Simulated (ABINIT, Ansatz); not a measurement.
# A GW chain in ABINIT: SrMg2Bi2 (P-3m1), part 3 of 3

Wanted: ground state, empty states, screening and self-energy for SrMg2Bi2 (P-3m1).

ABINIT 10.8.3; PBEsol and many-body steps on it, plane waves. Known limits of the many-body steps: not at the basis limit; exchange with frozen shells missing; screening runs away on this mesh; no spin-orbit coupling; coarse k mesh.

So far. Step 3 (Bands along the symmetry lines): The gap is 0.398 eV, as in the run before at this level. Step 4 (Empty states on the mesh, 3×3×1 mesh, 119 bands): On this mesh the gap is 0.398 eV.

**5. Screening, 3×3×1 mesh, 109 bands, screening to 98 eV**

The RPA dielectric matrix is built and inverted for each q.

This step: RPA screening on PBEsol, plane waves, norm-conserving pseudopotentials.

run.abi reads:

```
acell 3*1.0 Angstrom
rprim 
  4.829713290037 -0.000000000009 0.000000000000
  -2.414856645011 4.182654402172 0.000000000000
  0.000000000000 0.000000000000 7.982888130000
ntypat 3
znucl 38 12 83
natom 5
typat 1 2 2 3 3
xred 
  0.000000000000 0.000000000000 0.000000000000
  0.666666666667 0.333333333333 0.375044160000
  0.333333333333 0.666666666667 0.624955840000
  0.666666666667 0.333333333333 0.746734860000
  0.333333333333 0.666666666667 0.253265140000
pp_dirpath "pseudos"
pseudos "Sr.upf, Mg.upf, Bi.upf"
ecut 38
ngkpt 3 3 1
nshiftk 1
shiftk 0 0 0
kptopt 1
chksymbreak 0
istwfk *1
occopt 1
irdwfk 1
optdriver 3
nband 109
ecuteps 3.6
inclvkb 2
awtr 1
symchi 1
indata_prefix "in"
outdata_prefix "out"
tmpdata_prefix "tmp"
```

Command:

```sh
$ OMP_NUM_THREADS=1 mpirun -n 4 abinit run.abi > log
```

Numbers of over 12 decimals in the logs are rounded to 6 here.

Output:

```text
.Version 10.8.3 of ABINIT. v10.8.2 released Aug 2026.

 Symmetries : space group P-3 m 1 (#164); Bravais hP (primitive hexag.)
[... echo of the input left out ...]
== DATASET  1 ==================================================================
-   mpi_nproc: 4, omp_nthreads: 1 (-1 if OMP is not activated)

--- !DatasetInfo
iteration_state: {dtset: 1, }
dimensions: {natom: 5, nkpt: 3, mband: 109, nsppol: 1, nspinor: 1, nspden: 1, mpw: 12209, }
cutoff_energies: {ecut:  38.0, pawecutdg:  -1.0, }
electrons: {nelect:   6.00000000E+01, charge:   0.00000000E+00, occopt:   1.00000000E+00, tsmear:   1.00000000E-02, }

 SCREENING: Calculation of the susceptibility and dielectric matrices

 Based on a program developped by R.W. Godby, V. Olevano, G. Onida, and L. Reining.
 Incorporated in ABINIT by V. Olevano, G.-M. Rignanese, and M. Torrent.
.Using double precision arithmetic ; gwpc =  8

[... cell and pseudopotentials left out ...]
--------------------------------------------------------------------------------

 ==== K-mesh for the wavefunctions ====
 Number of points in the irreducible wedge :     3
[... list of points left out ...]
 Together with 12 symmetry operations and time-reversal symmetry
 yields     9 points in the full Brillouin Zone.

 ==== Q-mesh for the screening function ====
 Number of points in the irreducible wedge :     3
[... list of points left out ...]
 Together with 12 symmetry operations and time-reversal symmetry
 yields     9 points in the full Brillouin Zone.

 setmesh: FFT mesh size selected  =    30x   30x   60
          total number of points  =        54000

 vcoul_init : cutoff-mode = AUXILIARY_FUNCTION
 q-points for optical limit:   1
     1)      0.000010    0.000020    0.000030

- screening: taking advantage of time-reversal symmetry
- Maximum band index for partially occupied states nbvw = 30
- Remaining bands to be divided among processors   nbcw = 79
- Number of bands treated by each node ~19

 Number of electrons calculated from density =   60.0000; Expected =   60.0000
 average of density, n =  0.055134
 r_s =    1.6299
 omega_plasma =   22.6499 [eV]

 calculating chi0 at frequencies [eV] :
  1    0.000000E+00    0.000000E+00
  2    0.000000E+00    2.264990E+01

--------------------------------------------------------------------------------
  q-point number  1        q = ( 0.000000, 0.000000, 0.000000) [r.l.u.]
--------------------------------------------------------------------------------
[... chi0 elements left out ...]
 For q-point:  0.000010 0.000020 0.000030
  dielectric constant = 429.8183
  dielectric constant without local fields = 482.0292

  Average fulfillment of the sum rule on Im[epsilon] for q-point    1 :     48.11  [%]
[... wings left out ...]
  q-point number  2        q = ( 0.333333, 0.000000, 0.000000) [r.l.u.]
--------------------------------------------------------------------------------
[... chi0 elements left out ...]
  Average fulfillment of the sum rule on Im[epsilon] for q-point    2 :     53.22  [%]

 [... 1 further q-points ...]
```

It took 20 s on 4 MPI ranks of Arm Neoverse V2, shared host; peak memory 1.2 GiB; 81 s of CPU time.

This step gave:

```yaml
eps_infinity_with_local_fields_on_this_mesh_along_the_program_s_q_direction: 429.8
the_same_without_local_fields: 482.0
plasma_frequency: 22.65 eV
plane_waves_in_the_screening_matrix: 361
```

Local fields lower ε∞ by 11 %. The value itself is an artefact of the mesh, where one narrow direct gap carries too much weight.

**6. Self-energy, 3×3×1 mesh, 109 bands, screening to 98 eV**

The self-energy is evaluated for the states that the input lists, and the levels follow from it, in one-shot runs by the linearised quasiparticle equation.

This step: G0W0 on PBEsol, plane waves, norm-conserving pseudopotentials.

run.abi, as its differences from that of step 5:

```diff
@@ -26,8 +26,15 @@
 irdwfk 1
-optdriver 3
+optdriver 4
 nband 109
+gwcalctyp 0
+ecutsigx 38
+symsigma 1
+nkptgw 1
+kptgw 
+  0.0000000000 0.0000000000 0.0000000000
+bdgw 
+  29 32
 ecuteps 3.6
-inclvkb 2
-awtr 1
-symchi 1
+irdscr 1
+ppmodel 1
 indata_prefix "in"
```

Output:

```text
.Version 10.8.3 of ABINIT. v10.8.2 released Aug 2026.

 Symmetries : space group P-3 m 1 (#164); Bravais hP (primitive hexag.)
[... echo of the input left out ...]
== DATASET  1 ==================================================================
-   mpi_nproc: 4, omp_nthreads: 1 (-1 if OMP is not activated)

--- !DatasetInfo
iteration_state: {dtset: 1, }
dimensions: {natom: 5, nkpt: 3, mband: 109, nsppol: 1, nspinor: 1, nspden: 1, mpw: 12209, }
cutoff_energies: {ecut:  38.0, pawecutdg:  -1.0, }
electrons: {nelect:   6.00000000E+01, charge:   0.00000000E+00, occopt:   1.00000000E+00, tsmear:   1.00000000E-02, }

 SIGMA: Calculation of the GW corrections

 Based on a program developped by R.W. Godby, V. Olevano, G. Onida, and L. Reining.
 Incorporated in ABINIT by V. Olevano, G.-M. Rignanese, and M. Torrent.
.Using double precision arithmetic ; gwpc =  8

[... cell and pseudopotentials left out ...]
--------------------------------------------------------------------------------

 ==== K-mesh for the wavefunctions ====
 Number of points in the irreducible wedge :     3
[... list of points left out ...]
 Together with 12 symmetry operations and time-reversal symmetry
 yields     9 points in the full Brillouin Zone.

 ==== Q-mesh for screening function ====
 Number of points in the irreducible wedge :     3
[... list of points left out ...]
 Together with 12 symmetry operations and time-reversal symmetry
 yields     9 points in the full Brillouin Zone.

 vcoul_init : cutoff-mode = AUXILIARY_FUNCTION
 q-points for optical limit:   1
     1)      0.000010    0.000020    0.000030
 setmesh: FFT mesh size selected  =    45x   45x   90
          total number of points  =       182250

 Number of electrons calculated from density =   60.0000; Expected =   60.0000
 average of density, n =  0.055134
 r_s =    1.6299
 omega_plasma =   22.6499 [eV]

 === KS Band Gaps ===
  >>>> For spin  1
   Minimum direct gap =   0.3982 [eV], located at k-point      :   0.0000  0.0000  0.0000
   Fundamental gap    =   0.3982 [eV], Top of valence bands at :   0.0000  0.0000  0.0000
                                       Bottom of conduction at :   0.0000  0.0000  0.0000
 SIGMA fundamental parameters:
 PLASMON POLE MODEL  1
 number of plane-waves for SigmaX                12209
 number of plane-waves for SigmaC and W            361
 number of plane-waves for wavefunctions         12209
 number of bands                                   109
 number of independent spin polarizations            1
 number of spinorial components                      1
 number of k-points in IBZ                           3
 number of q-points in IBZ                           3
 number of symmetry operations                      12
 number of k-points in BZ                            9
 number of q-points in BZ                            9
 number of frequencies for dSigma/dE                 9
 frequency step for dSigma/dE [eV]                0.25
 number of omega for Sigma on real axis              0
 max omega for Sigma on real axis  [eV]           0.00
 zcut for avoiding poles [eV]                     0.10

 EPSILON^-1 parameters (SCR file):
 dimension of the eps^-1 matrix on file            361
 dimension of the eps^-1 matrix used               361
 number of plane-waves for wavefunctions         12209
 number of bands                                   109
 number of q-points in IBZ                           3
 number of frequencies                               2
 number of real frequencies                          1
 number of imag frequencies                          1

 matrix elements of self-energy operator (all in [eV])

 Perturbative Calculation

--- !SelfEnergy_ee
iteration_state: {dtset: 1, }
kpoint     : [   0.000,    0.000,    0.000, ]
spin       : 1
KS_gap     :    0.398
QP_gap     :    1.162
Delta_QP_KS:    0.764
data: !SigmaeeData |
     Band     E0 <VxcDFT>   SigX SigC(E0)      Z dSigC/dE  Sig(E)    E-E0       E
       29   4.311 -10.923 -13.131   1.715   0.790  -0.266 -11.312  -0.389   3.922
       30   4.311 -10.923 -13.131   1.715   0.790  -0.266 -11.312  -0.389   3.922
       31   4.709  -9.812  -6.314  -3.027   0.796  -0.256  -9.438   0.375   5.083
       32   5.234  -9.354  -5.687  -3.182   0.791  -0.264  -8.970   0.384   5.618

== END DATASET(S) ==============================================================
================================================================================

 -outvars: echo values of variables after computation  --------
           etotal      0.0000000000E+00
            nband         109
             nkpt           3
          spgroup         164
 [... the other variables as echoed above ...]

 Calculation completed.
```

Elapsed: 5.8 s, on 4 MPI ranks; peak memory 0.27 GiB; 23 s of CPU time.

This step gave:

| Property | Result |
| --- | --- |
| G0W0 gap on the points computed | 1.161 eV |
| starting gap on the mesh | 0.3984 eV |
| k of the valence top | 0, 0, 0 |
| k of the conduction bottom | 0, 0, 0 |
| Z at the valence top | 0.79 |
| Z at the conduction bottom | 0.796 |
| least direct G0W0 gap on the computed points | 1.161 eV |

The gap on the mesh goes from 0.40 eV to 1.16 eV, a correction of +0.76 eV.

Limits: finite bands, cutoff and mesh; model gap, bands may invert with spin-orbit coupling; exchange with frozen shells missing; no spin-orbit coupling; coarse k mesh. v1 is the top filled band, c1 the lowest empty one. Levels before and after the correction, in eV, zero at the valence-band top of each column:

|  | conduction bottom | valence top |
| --- | --- | --- |
| Kohn-Sham | 0.40 | 0.00 |
| G0W0 | 1.16 | 0.00 |

|  | level | energy (eV) |
| --- | --- | --- |
| Kohn-Sham | Γ v2-v1 | 0.000 |
| Kohn-Sham | Γ c1 | 0.398 |
| Kohn-Sham | Γ c2 | 0.923 |
| G0W0 | Γ v2-v1 | 0.000 |
| G0W0 | Γ c1 | 1.161 |
| G0W0 | Γ c2 | 1.696 |

**7. Where the time went**

Times are wall times on 4 MPI ranks of Arm Neoverse V2, shared host, good to a factor of about two.

| step | time | share | memory (GiB) |
| --- | --- | --- | --- |
| ground state | 1.9 min | 32 % | 0.75 |
| bands along the symmetry lines | 2.8 min | 47 % | 0.9 |
| empty states on the mesh | 46 s | 13 % | 0.48 |
| screening | 20 s | 6 % | 1.2 |
| self-energy | 5.8 s | 2 % | 0.27 |

**8. What came out**

```json
{"PBEsol gap": "0.40 eV, direct", "G0W0 gap on the mesh": "1.16 eV", "GW settings": "3×3×1 mesh, 109 bands, screening to 98 eV, Godby-Needs plasmon pole", "known limits": "not at the basis limit; exchange with frozen shells missing; screening runs away on this mesh; no spin-orbit coupling; coarse k mesh"}
```

In words: G0W0 moves the gap on the mesh from 0.40 eV to 1.16 eV (+0.76 eV), with Z of 0.79 and 0.80 at the edges. Local fields lower the RPA ε∞ on this mesh from 482.03 to 429.82; a Γ-centred mesh this coarse tends to raise both, most where the direct gap is narrow, while a short band sum lowers them. Only 1 of the mesh's irreducible points was corrected, so a valley elsewhere could overtake. Bands and cutoff are finite, so the gap is not at the basis limit. The miss can reach some tenths of an eV and take either sign; the mesh is an error of its own. In the G0W0 run levels were corrected at 1 k point alone, so a gap called «on the mesh» is the least over those, and an edge elsewhere would be missed. The 3×3×1 mesh is coarse for this cell, which bears on the long-range parts of exchange and screening. Where an edge is built on 6p states of lead, bismuth or thallium, scalar-relativistic gaps usually stand too wide, by a few tenths to over one eV. The norm-conserving file of at least one element keeps a d shell over frozen s and p shells of the same row. Exchange with those shells is missing from the self-energy, an error of 0.3 to 0.9 eV in cases checked, whose sign depends on which edge lies on those atoms. On this mesh the RPA ε∞ passes 90, more than nearly any semiconductor shows; a coarse mesh does this where one point with a narrow direct gap carries much weight. The screening is then too strong, and the G0W0 gap should not be taken as the material's. The many-body steps are scalar-relativistic: spin-orbit coupling is not in them.

[Paths, hosts, dates, memory and timing lines, banners, echoed tables and standing remarks are left out of the program output.]

[Logs are printed without paths, hosts, clocks, repeated set-up lines and the standing remarks that a program may print on its own settings, such as how far it seeks lower states.]

[Runs of the session that timed out or met a known fault of the program may be left out.]

[Hosts, paths, dates, database ids (printed as entryN), source tags and the programs' standing remarks are cut or masked in the printed files.]

[G0W0 gaps are taken among the corrected bands and points alone; a level outside them can change the order at an edge.]

[Where Ansatz stands beside ABINIT at settings called matched, ABINIT's density can come from a denser mesh and the files from another edition; pairs whose starting gaps differed by over 0.03 eV were left out, so agreement reads better than it is.]
